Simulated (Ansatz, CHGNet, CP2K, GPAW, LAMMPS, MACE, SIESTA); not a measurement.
## Glassy 68GeO2-29MgO-3Fe2O3 (mol %) (94 atoms): one structure in several programs

Aim: run glassy 68GeO2-29MgO-3Fe2O3 (mol %) (94 atoms) in several programs and set results and cost side by side. A plane-wave run serves as the reference.

Main program and level: Ansatz 0.2.0; Kohn-Sham DFT, PBE, PAW, plane waves.

## 1. The starting structure

The cell holds 94 atoms: 23 Ge, 10 Mg, 2 Fe and 59 O. Cell: a = 10.966 Å, b = 10.966 Å, c = 10.966 Å, α = 90.0°, β = 90.0°, γ = 90.0°. 94 atoms (23 Ge, 10 Mg, 2 Fe, 59 O) placed at random at 3.61 g/cm³, melted at 4000 K for 10 ps at fixed volume with the Morse and Coulomb pair potential with partial charges (Pedone, Malavasi, Menziani, Cormack and Segre, J. Phys. Chem. B 110, 11780 (2006)). Quenched from 4000 K to 300 K at 100 K/ps and fixed volume, held 10 ps at zero pressure.

## 2. Reference: Ansatz, plane waves

The PAW files are the set soft_2.

File input.yaml:

```yaml
crystal:
  lattice:
    - [10.96646, 0.0, 0.0]
    - [0.0, 10.96646, 0.0]
    - [0.0, 0.0, 10.96646]
  atoms:
    - { symbol: Ge, position: [0.79244, 0.03011, 0.67207] }
    - { symbol: Ge, position: [0.43466, 0.46752, 0.50297] }
    - { symbol: Ge, position: [0.01951, 0.87562, 0.04606] }
    - { symbol: Ge, position: [0.54567, 0.67919, 0.98194] }
    [... 84 atom lines left out ...]
    - { symbol: O, position: [0.14869, 0.81446, 0.98735] }
    - { symbol: O, position: [0.31051, 0.40989, 0.84575] }
    - { symbol: O, position: [0.32499, 0.9313, 0.83492] }
    - { symbol: O, position: [0.51502, 0.59346, 0.1289] }
    - { symbol: O, position: [0.56791, 0.38243, 0.5126] }
    - { symbol: O, position: [0.95998, 0.38194, 0.63878] }
magnetization:
  spin_polarized: true
kpoints:
  mp_grid: { grid: [1, 1, 1] }
hamiltonian:
  xc: pbe
scf:
  occupations: { method: fermi_dirac, width: 0.05 }
  lower_state_search: "off"
output:
  forces: true
  eigenvalues: true
  populations: true
  stress: true
```

Run with:

```sh
$ ansatz run input.yaml --threads 4 --pin off --max-ram 8192MiB --backend cpu --events-out ev --progress --plain --runs-dir out
```

Numbers of over 12 decimals in the logs are rounded to 6 here.

The program printed:

```text
[...]
Pseudopotentials: kind: paw
Pseudopotential: Ge, paw, valence charge 14, recommended cutoff 420 eV (normal), Ge.paw.azcp
Pseudopotential: Mg, paw, valence charge 10, recommended cutoff 420 eV (normal), Mg.paw.azcp
Pseudopotential: Fe, paw, valence charge 16, recommended cutoff 420 eV (normal), Fe.paw.azcp
Pseudopotential: O, paw, valence charge 6, recommended cutoff 420 eV (normal), O.paw.azcp
[...]
Crystal: 94 atoms, lattice volume = 1318.862 Å³
Basis set: ecut = 420 eV, 25677 PW (Γ), exchange–correlation on 150×150×150 points (8 copies of the dense FFT grid, shifted against one another)
Bands: 503, of which v1, the nominal top of the filled ones, is band 404 counted from 1 (403 counted from 0)
Symmetry: 1 space group operations
Space group: P1 (ITA 1), of the structure as read, at distance tolerance 1.1e-4 Å
Magnetic group: BNS 1.1 (UNI 1), of the structure as read, at distance tolerance 1.1e-4 Å
k-points: 1
[...]
Initial density: superposition of atomic densities (chi_scale 0.1, normalization cell, long waves kept (reshape's long-wave potential 0.83 eV rms))
Starting moments: Σ|m| = 10 μB on 2 of 94 sites
Initial wavefunctions: pseudopotential atomic-orbital guess
[...]
SCF iter   1: F=—  HF=-160514.150041 eV  |F-HF|=—  |Δ(HF+E_count)|=         —  Δρ=1.52e-1 (↑1.52e-1 ↓5.24e-2)  dr2=6.98e2  dr2_m=5.81e1  M=-0.862 μB ∫|m|=1.503 μB  β_m=0.30  ethr=3.10e-3  ⟨swp⟩=6.0  Hψ=3687  notcnv=0  defer=48
preconditioner: auto → Kerker (q_TF=auto, 2.514 Å⁻¹)  [metal: Δε(μ)=0.088 eV  Ē_g=20.295 eV  σ=0.050 eV  W_gap=0.37  n_scr=364 (ndim 8)  ℏωp=27.3 eV  f_vac=0.110  D(μ)=28.06/eV (n_scr^D=170)]
spin=Collinear: Kerker preconditioning applied to the charge; magnetization (m = ρ↑ − ρ↓) channel mixes plain (no charge-response kernel on spin).
SCF iter   2: F=—  HF=-160496.781548 eV  |F-HF|=—  |Δ(HF+E_count)|=    1.74e1  Δρ=6.35e-2 (↑5.82e-2 ↓6.35e-2)  dr2=1.64e2  dr2_m=1.06e0  M=-8.000 μB ∫|m|=8.145 μB  β_m=1.00  ethr=3.10e-3  ⟨swp⟩=8.0  Hψ=3420  notcnv=0  defer=172
preconditioner: auto → Resta (q_TF=auto, 2.514 Å⁻¹)  ε∞=2.8  [insulator: Δε(μ)=0.199 eV  Ē_g=20.231 eV  σ=0.050 eV  W_gap=0.76  n_scr=364 (ndim 8)  ℏωp=27.3 eV  f_vac=0.110  D(μ)=4.39/eV (n_scr^D=6)  ε∞_Penn≈2.8]
spin=Collinear: Resta preconditioning applied to the charge; magnetization (m = ρ↑ − ρ↓) channel mixes plain (no charge-response kernel on spin).
SCF iter   3: F=—  HF=-160472.542825 eV  |F-HF|=—  |Δ(HF+E_count)|=    2.42e1  Δρ=3.48e-2 (↑3.48e-2 ↓2.75e-2)  dr2=3.12e1  dr2_m=3.13e0  M=-10.000 μB ∫|m|=10.032 μB  β_m=1.00  ethr=3.10e-3  ⟨swp⟩=3.5  Hψ=2019  notcnv=0  defer=177
SCF iter   4: F=—  HF=-160466.267546 eV  |F-HF|=—  |Δ(HF+E_count)|=    6.28e0  Δρ=3.00e-2 (↑3.00e-2 ↓1.35e-2)  dr2=2.02e1  dr2_m=2.00e0  M=-9.066 μB ∫|m|=9.142 μB  β_m=0.30  ethr=3.10e-3  ⟨swp⟩=3.5  Hψ=1992  notcnv=0  defer=174
[...]
SCF iter  13: F=—  HF=-160466.190497 eV  |F-HF|=—  |Δ(HF+E_count)|=   1.25e-2  Δρ=1.56e-4 (↑9.98e-5 ↓1.56e-4)  dr2=3.90e-4  dr2_m=1.05e-4  M=-9.980 μB ∫|m|=10.088 μB  β_m=0.30  ethr=1.11e-7  ⟨swp⟩=2.0  Hψ=1635  notcnv=0  defer=180
Mixer restart at iter 13: flushing history
spin-set hold released at iteration 13 (site moments contracting): the magnetisation degrees of freedom join the quasi-Newton model from the next iteration; the mixer history was flushed
SCF iter  14: F=—  HF=-160466.196734 eV  |F-HF|=—  |Δ(HF+E_count)|=   6.24e-3  Δρ=1.32e-4 (↑1.32e-4 ↓1.25e-4)  dr2=2.70e-4  dr2_m=1.50e-4  M=-9.980 μB ∫|m|=10.090 μB  β_m=0.65  ethr=4.82e-8  ⟨swp⟩=2.0  Hψ=1630  notcnv=0  defer=180
SCF iter  15: F=—  HF=-160466.204473 eV  |F-HF|=—  |Δ(HF+E_count)|=   7.74e-3  Δρ=6.17e-4 (↑6.17e-4 ↓2.38e-4)  dr2=9.27e-3  dr2_m=5.35e-4  M=-9.980 μB ∫|m|=10.092 μB  β_m=0.45  ethr=3.34e-8  ⟨swp⟩=3.0  Hψ=2330  notcnv=0  defer=180
[...]
SCF iter  20: F=—  HF=-160466.201178 eV  |F-HF|=—  |Δ(HF+E_count)|=   1.44e-6  Δρ=5.61e-6 (↑5.61e-6 ↓2.43e-6)  dr2=7.80e-7  dr2_m=7.45e-8  M=-9.981 μB ∫|m|=10.094 μB  β_m=0.63  ethr=1.69e-10  ⟨swp⟩=2.0  Hψ=1424  notcnv=0  defer=174
SCF iter  21: F=-160466.201178 eV  HF=-160466.201178 eV  |F-HF|=8.44e-9  |Δ(HF+E_count)|=   3.86e-7  Δρ=1.32e-6 (↑1.32e-6 ↓1.23e-6)  dr2=7.14e-8  dr2_m=1.52e-9  M=-9.981 μB ∫|m|=10.095 μB  ethr=1.24e-11  ⟨swp⟩=12.0  Hψ=5364  notcnv=0
SCF 1 converged in 21 iterations: F = -160466.201178 eV  dr2 = 7.14e-8
[...]
SCF converged after 21 iterations
Magnetization: -9.9813 μB (399.0093 up, 408.9907 down)
Absolute magnetization: 10.0950 μB (∫|ρ↑−ρ↓|, with the PAW one-centre terms)
Spin contamination: 0.0213 ħ² per cell (⟨S²⟩ above its minimum at these occupations)
Per-site moments (μB) at R_I (Å): [(-0.000709723, 0.700937), (-0.000320189, 0.699713), (-0.000204269, 0.688597), (-1.1700119642455124e-5, 0.703820), (-0.00317565, [...]
Free energy (F): -160466.201178 eV
Harris-Foulkes:  -160466.201178 eV  (|F-HF|=8.44e-9)
Internal energy: -160466.190295 eV  (E = F + TS)
E sigma→0 (E₀):  -160466.195737 eV
Entropy (-TS):   -0.010883 eV (-0.116 meV/atom)
Fermi energy:    5.227804 eV
--- Per-component energies (eV) ---
[...]
Σ components = -160466.201178   (vs F -160466.201178, Δ=0.00e0)
--- Forces (eV/Å), atoms counted from 1 ---
  atom   1  Ge     0.43908222    -0.69975124     0.51721609
  atom   2  Ge     0.32586206    -2.88656914    -2.49281430
  atom   3  Ge    -0.91152534     0.84400545     2.71909872
  atom   4  Ge    -2.17011779     1.45067274     0.05685960
[...]
atom  94  O      1.44031048    -4.30858970    -0.14848892
  max |Σ_I F_I| component: 1.57e-4 eV/Å
--- Stress (GPa, compression-positive) ---
        6.262289      -0.356512       1.477520
       -0.356511       5.682004       0.427163
        1.477520       0.427163       5.344949
  P = ⅓ Tr σ = 5.7631 GPa (57.631 kbar)
--- Band table (eV) ---
  k-point 0 ↑: bands = ["-81.0688", "-80.8317", "-70.1998", "-69.7573", [... 487 levels ...], "14.3430", "14.3901", "14.4344", "14.4891", "14.5510", "14.5832", "14.6247", "14.6462", "14.6828", "14.7672", "14.7921", "14.8135"]
  k-point 0 ↓: bands = ["-85.7728", "-85.5160", "-70.1998", "-69.7582", [... 487 levels ...], "14.2891", "14.3274", "14.3911", "14.4347", "14.4689", "14.5492", "14.5573", "14.5819", "14.6497", "14.7104", "14.7314", "14.7827"]
--- Löwdin populations: 94 sites ---
  site symbol       q [e]    m [muB]
     0     Ge     12.4835    -0.0025
     1     Ge     12.4052    -0.0004
     2     Ge     12.4430    -0.0004
[...]
93      O      6.9146    -0.1502
  spilling = 0.005643 (of n_electrons = 808.000000)
```

Wall time 99 s (4 threads of Arm Neoverse V1, shared host); peak memory 3.4 GiB; 6.4 min of CPU time.

Numbers from this run:

* free energy: -160466.2012 eV
* free energy per atom: -1707.0872 eV/atom
* SCF cycles: 21
* pressure: 5.763 GPa
* r.m.s. force component: 1.318 eV/Å
* longest force: 4.545 eV/Å
* Fermi energy: 5.228 eV
* gap (highest filled to lowest empty level): 0.4271 eV
* total moment: -9.981 μB
* absolute moment: 10.09 μB
* spilling of the projection: 0.005643

Neighbours are counted within 2.27 Å (O-Ge), 2.43 Å (O-Mg), 2.52 Å (O-Fe).

Length of the force by element and coordination:

| element | coordination | atoms | mean length of the force (eV/Å) | spread | least | most |
| --- | --- | --- | --- | --- | --- | --- |
| Fe | all | 2 | 1.24 | 0.517 | 0.720 | 1.75 |
| Fe | 4 | 1 | 1.75 | 0 | 1.75 | 1.75 |
| Fe | 5 | 1 | 0.720 | 0 | 0.720 | 0.720 |
| Ge | all | 23 | 2.27 | 1.02 | 0.538 | 4.14 |
| Ge | 4 | 20 | 2.24 | 1.07 | 0.538 | 4.14 |
| Ge | 5 | 3 | 2.47 | 0.545 | 1.74 | 3.05 |
| Mg | all | 10 | 0.882 | 0.352 | 0.298 | 1.45 |
| Mg | 3 | 1 | 0.426 | 0 | 0.426 | 0.426 |
| Mg | 4 | 9 | 0.932 | 0.335 | 0.298 | 1.45 |
| O | all | 59 | 2.15 | 1.02 | 0.339 | 4.55 |
| O | 2 | 35 | 2.02 | 0.953 | 0.339 | 4.21 |
| O | 3 | 23 | 2.41 | 1.07 | 0.445 | 4.55 |
| O | 4 | 1 | 1.03 | 0 | 1.03 | 1.03 |

Löwdin charges by element and coordination (they lack the spilled electrons, 0.049 e an atom on average):

| element | coordination | atoms | mean charge (e) | spread | least | most |
| --- | --- | --- | --- | --- | --- | --- |
| Fe | all | 2 | 1.51 | 0.0018 | 1.51 | 1.51 |
| Fe | 4 | 1 | 1.51 | 0 | 1.51 | 1.51 |
| Fe | 5 | 1 | 1.51 | 0 | 1.51 | 1.51 |
| Ge | all | 23 | 1.57 | 0.0398 | 1.51 | 1.64 |
| Ge | 4 | 20 | 1.58 | 0.0403 | 1.51 | 1.64 |
| Ge | 5 | 3 | 1.55 | 0.0255 | 1.52 | 1.58 |
| Mg | all | 10 | 1.63 | 0.0143 | 1.60 | 1.64 |
| Mg | 3 | 1 | 1.63 | 0 | 1.63 | 1.63 |
| Mg | 4 | 9 | 1.62 | 0.0148 | 1.60 | 1.64 |
| O | all | 59 | -0.863 | 0.106 | -1.19 | -0.742 |
| O | 2 | 35 | -0.820 | 0.088 | -1.03 | -0.742 |
| O | 3 | 23 | -0.915 | 0.0832 | -1.08 | -0.790 |
| O | 4 | 1 | -1.19 | 0 | -1.19 | -1.19 |

Magnetic moments by element and coordination:

| element | coordination | atoms | mean moment (μB) | spread | least | most |
| --- | --- | --- | --- | --- | --- | --- |
| Fe | all | 2 | -3.60 | 0.0197 | -3.62 | -3.58 |
| Fe | 4 | 1 | -3.62 | 0 | -3.62 | -3.62 |
| Fe | 5 | 1 | -3.58 | 0 | -3.58 | -3.58 |
| Ge | all | 23 | -0.0013 | 0.0021 | -0.0066 | 0 |
| Ge | 4 | 20 | -0.0014 | 0.0022 | -0.0066 | 0 |
| Ge | 5 | 3 | -2.0e-4 | 1.0e-4 | -3.0e-4 | 0 |
| Mg | all | 10 | -6.0e-4 | 7.0e-4 | -0.0021 | 0 |
| Mg | 3 | 1 | 0 | 0 | 0 | 0 |
| Mg | 4 | 9 | -7.0e-4 | 7.0e-4 | -0.0021 | 0 |
| O | all | 59 | -0.0234 | 0.0491 | -0.189 | 0 |
| O | 2 | 35 | -0.0178 | 0.0459 | -0.189 | 0 |
| O | 3 | 23 | -0.0251 | 0.0428 | -0.137 | 0 |
| O | 4 | 1 | -0.182 | 0 | -0.182 | -0.182 |

The levels nearest the highest filled one (over half full), pooled over k-points and spins:

| level less the highest filled one (eV) | occupation |
| --- | --- |
| -0.269 | 1 |
| -0.266 | 1 |
| -0.115 | 0.999 |
| -0.110 | 0.999 |
| -0.0069 | 0.992 |
| 0 | 0.991 |
| 0.427 | 0.02 |
| 0.801 | 0 |
| 0.925 | 0 |
| 0.967 | 0 |
| 1.01 | 0 |
| 1.17 | 0 |

## 3. Structure statistics

Density 3.74 g/cm³, 14.03 Å³ an atom.

g(r), total and by pair (bins of 0.2 Å):

| r (Å) | total | O-O | O-Ge | O-Mg | O-Fe | Ge-Ge | Ge-Mg |
| --- | --- | --- | --- | --- | --- | --- | --- |
| 1.60 | 0.94 | 0.00 | 3.06 | 0.00 | 0.00 | 0.00 | 0.00 |
| 1.80 | 2.83 | 0.00 | 8.97 | 0.25 | 1.33 | 0.00 | 0.00 |
| 2.00 | 0.87 | 0.00 | 0.10 | 4.94 | 6.83 | 0.00 | 0.00 |
| 2.20 | 0.45 | 0.06 | 0.00 | 2.79 | 1.84 | 0.00 | 0.00 |
| 2.40 | 0.04 | 0.05 | 0.00 | 0.16 | 0.00 | 0.00 | 0.00 |
| 2.60 | 0.81 | 1.66 | 0.11 | 0.79 | 0.00 | 0.00 | 0.00 |
| 2.80 | 1.36 | 3.04 | 0.05 | 0.33 | 1.18 | 0.24 | 1.15 |
| 3.00 | 1.06 | 2.08 | 0.21 | 0.19 | 0.00 | 0.84 | 1.50 |
| 3.20 | 0.87 | 1.12 | 0.44 | 0.35 | 0.00 | 2.12 | 1.34 |
| 3.40 | 1.18 | 1.00 | 0.53 | 0.92 | 1.11 | 2.73 | 4.17 |
| 3.60 | 0.93 | 0.65 | 0.98 | 1.22 | 0.69 | 0.46 | 1.61 |
| 3.80 | 0.88 | 0.67 | 1.28 | 0.80 | 1.25 | 0.69 | 0.63 |
| 4.00 | 0.96 | 0.67 | 1.40 | 1.16 | 0.56 | 0.73 | 0.56 |
| 4.20 | 1.07 | 0.50 | 1.73 | 1.52 | 1.50 | 1.25 | 0.51 |
| 4.40 | 1.19 | 0.64 | 1.86 | 1.69 | 1.38 | 0.82 | 0.59 |
| 4.60 | 1.17 | 0.96 | 1.23 | 1.64 | 2.14 | 1.03 | 0.99 |
| 4.80 | 0.88 | 0.98 | 0.77 | 0.97 | 1.54 | 0.61 | 0.70 |
| 5.00 | 0.95 | 1.05 | 0.79 | 0.79 | 0.53 | 1.27 | 1.01 |
| 5.20 | 1.09 | 1.59 | 0.80 | 0.60 | 0.49 | 1.10 | 0.94 |
| 5.40 | 0.91 | 1.30 | 0.59 | 0.48 | 0.76 | 1.02 | 1.02 |

Bonds by pair of elements; cutoffs follow the first minimum of g(r), held within bounds set by covalent radii, and pairs that aren't listed don't count as bonded:

| pair A-B | cutoff (Å) | bonds | mean length (Å) | spread (Å) | shortest (Å) | B about A | A about B |
| --- | --- | --- | --- | --- | --- | --- | --- |
| O-Ge | 2.27 | 95 | 1.75 | 0.062 | 1.62 | 1.61 | 4.13 |
| O-Mg | 2.43 | 39 | 2.08 | 0.122 | 1.87 | 0.661 | 3.9 |
| O-Fe | 2.52 | 9 | 2.01 | 0.123 | 1.84 | 0.153 | 4.5 |

How many atoms have how many bonded neighbours:

| element | mean | 2 | 3 | 4 | 5 |
| --- | --- | --- | --- | --- | --- |
| Fe | 4.5 | 0 | 0 | 1 | 1 |
| Ge | 4.13 | 0 | 0 | 20 | 3 |
| Mg | 3.9 | 0 | 1 | 9 | 0 |
| O | 2.42 | 35 | 23 | 1 | 0 |

Oxygen atoms by the number of network formers (Si, P, Ge, B, Al, As, Ga) bound to them:

| network formers bound to O | O atoms | per cent |
| --- | --- | --- |
| 0 | 1 | 1.7 |
| 1 | 21 | 35.6 |
| 2 | 37 | 62.7 |

Network units: each former by its oxygen neighbours and how many of them bridge to another former:

| former | O neighbours | bridging O | atoms |
| --- | --- | --- | --- |
| Ge | 4 | 1 | 1 |
| Ge | 4 | 2 | 5 |
| Ge | 4 | 3 | 8 |
| Ge | 4 | 4 | 6 |
| Ge | 5 | 5 | 3 |

Rings of the network by King's shortest-path rule, up to 12 atoms, one path for each pair of neighbours; H, halogens, alkali and alkaline-earth atoms are left out, and the last column divides by all other atoms, bonded or not:

| ring size (atoms) | rings | per network atom |
| --- | --- | --- |
| 4 | 1 | 0.012 |
| 6 | 2 | 0.024 |
| 8 | 5 | 0.06 |
| 10 | 3 | 0.036 |
| 12 | 10 | 0.119 |

## 4. The other programs

The programs:
- CHGNet: machine-learned potential, published weights.
- MACE: machine-learned potential, published weights.
- SIESTA 5.4.2: numerical atomic orbitals, whose automatically made sets are far from complete, with PseudoDojo norm-conserving potentials that we converted to its format (checked against plane waves on the same files for H, C, O, Si, Ge and Ca alone); labels give functional, basis size, energy shift and mesh cutoff.

All use the same cell and atoms; the electronic-structure runs use the same k-mesh, and an electronic temperature of 580 K (0.05 eV) where levels are smeared.

Differences are against the plane-wave reference, forces as r.m.s. over components; share is that over the reference's r.m.s. force, slope the least-squares factor from reference forces to these. Total energies of different programs have different zeros and aren't compared.

| run | Δ force, r.m.s. (meV/Å) | share (%) | slope | Δ pressure (GPa) | cores | CPU time | memory (GiB) |
| --- | --- | --- | --- | --- | --- | --- | --- |
| reference | - | - | - | - | 4 | 6.4 min | 3.4 |
| CHGNet r2SCAN potential | 396 | 30.1 | 0.723 | -4.78 | 1 | 4.8 s | 1.2 |
| MACE MP-0b3 medium potential | 150 | 11.4 | 0.934 | -0.530 | 1 | 9.4 s | 1.1 |
| MACE MPA-0 medium potential | 152 | 11.5 | 0.935 | -0.447 | 1 | 8.8 s | 1.1 |
| SIESTA PBE, DZ, shift 0.01 Ry, mesh 500 Ry (coarse) | 573 | 43.5 | 1.284 | 2.64 | 2 | 9.7 min | 1.5 |
| SIESTA PBE, DZP, shift 0.01 Ry, mesh 500 Ry | 376 | 28.5 | 1.212 | 5.13 | 4 | 25 min | 2.7 |
| SIESTA PBE, SZP, shift 0.01 Ry, mesh 500 Ry (coarse) | 527 | 40.0 | 1.309 | 6.74 | 2 | 23 min | 2.0 |

Rows marked coarse were listed beforehand as settings not expected to be converged; some can still land near the reference.

Times of the machine-learned potentials are mostly Python's start and the loading of weights.

CPU time is summed over cores on a shared host, where runs went side by side, so it is rough. Symmetry, cutoffs, thresholds, outputs and thread counts weren't matched or tuned between programs; memory under MPI is the largest rank's times the ranks.

Runs without a result: GPAW PBE, LCAO dzp, h 0.18 Å (ended with an error); GPAW PBE, LCAO szp(dzp), h 0.18 Å (stopped at the start: ValueError: Bad basis for Fe); CP2K PBE, DZVP-MOLOPT-SR, 420/50 Ry, diagonalisation (cut off at its time limit of 15 min, the SCF not settling); GPAW PBE, LCAO dzp, h 0.18 Å, other mixer settings (ended with an error); GPAW PBE, LCAO dzp, h 0.25 Å (ended with an error).

## 5. Outcome

| Item | Value |
| --- | --- |
| reference r.m.s. force component | 1.32 eV/Å |
| nearest in forces | MACE MP-0b3 medium potential, 11 % |
| farthest in forces | SIESTA PBE, DZ, shift 0.01 Ry, mesh 500 Ry (coarse), 43 % |
| cheapest electronic-structure run beside the reference | SIESTA PBE, DZ, shift 0.01 Ry, mesh 500 Ry, 9.7 min of CPU time |

What this shows: The PBE run in local orbitals, coarse settings apart, differs by 29 % (SIESTA PBE, DZP, shift 0.01 Ry, mesh 500 Ry); basis, grid and potentials can all enter. Machine-learned potentials differ by 11 % (MACE MP-0b3 medium potential) to 30 % (CHGNet r2SCAN potential); they were trained on other programs' data, some at another functional, the PBE(+U) sets with a Hubbard term on some transition metals in oxides and fluorides. Runs with settings chosen to be coarse differ by 40 % (SIESTA PBE, SZP, shift 0.01 Ry, mesh 500 Ry) to 43 % (SIESTA PBE, DZ, shift 0.01 Ry, mesh 500 Ry), their programs' other errors included. None of the electronic-structure runs in the table takes under half the reference's CPU time of 6.4 min; they take 1.5 to 4.0 times as much. SIESTA PBE, SZP, shift 0.01 Ry, mesh 500 Ry stiffens the forces by a factor of 1.31 while following their directions (correlation 0.982); the slopes of the 3 SIESTA runs lie between 1.21 and 1.31. In pressure, SIESTA PBE, SZP, shift 0.01 Ry, mesh 500 Ry misses by +6.7 GPa, at the same functional. In the reference: filled and empty levels are parted by 0.427 eV (at Γ alone); a semilocal functional tends to put such gaps too low. In a disordered cell it changes from sample to sample, and tail or defect levels can set it. In the reference: mean Löwdin charges: Fe +1.51, Ge +1.57, Mg +1.63, O -0.86 e (they miss 0.56 % of the electrons, so they add up to more than the cell's charge). Machine-learned potentials mimic data converged in k, so the reference's own k-point error enters their differences. In the spin-polarised runs the search for a state of lower energy was switched off. The quench rate of 100 K/ps is many orders above laboratory rates, so the cell is likely richer in defects and strain than a real sample. The network of bonds at the start is that of the classical potential that made the cell, and needn't be the one that DFT or experiment would give. The run was spin polarised, started with 2 parallel moments, ending at -10.0 μB in the cell; that starting order needn't be the real material's, and it bears on forces, charges and levels. With open d shells in the cell, the gap can be one between d levels of these ions, not the gap of the host. Without a Hubbard term or exact exchange, open shells on Fe are likely too delocalised. The electronic-structure runs sample only Γ, in a cell whose shortest periodic width is 11 Å.

[Also dropped from logs without a mark: logging warnings of Python, and SIESTA's first energy breakdown and zero terms.]

[Logs are printed without paths, hosts, clocks, repeated set-up lines and the standing remarks that a program may print on its own settings, such as how far it seeks lower states.]

[Hosts, paths, dates, database ids (printed as entryN), source tags and the programs' standing remarks are cut or masked in the printed files.]
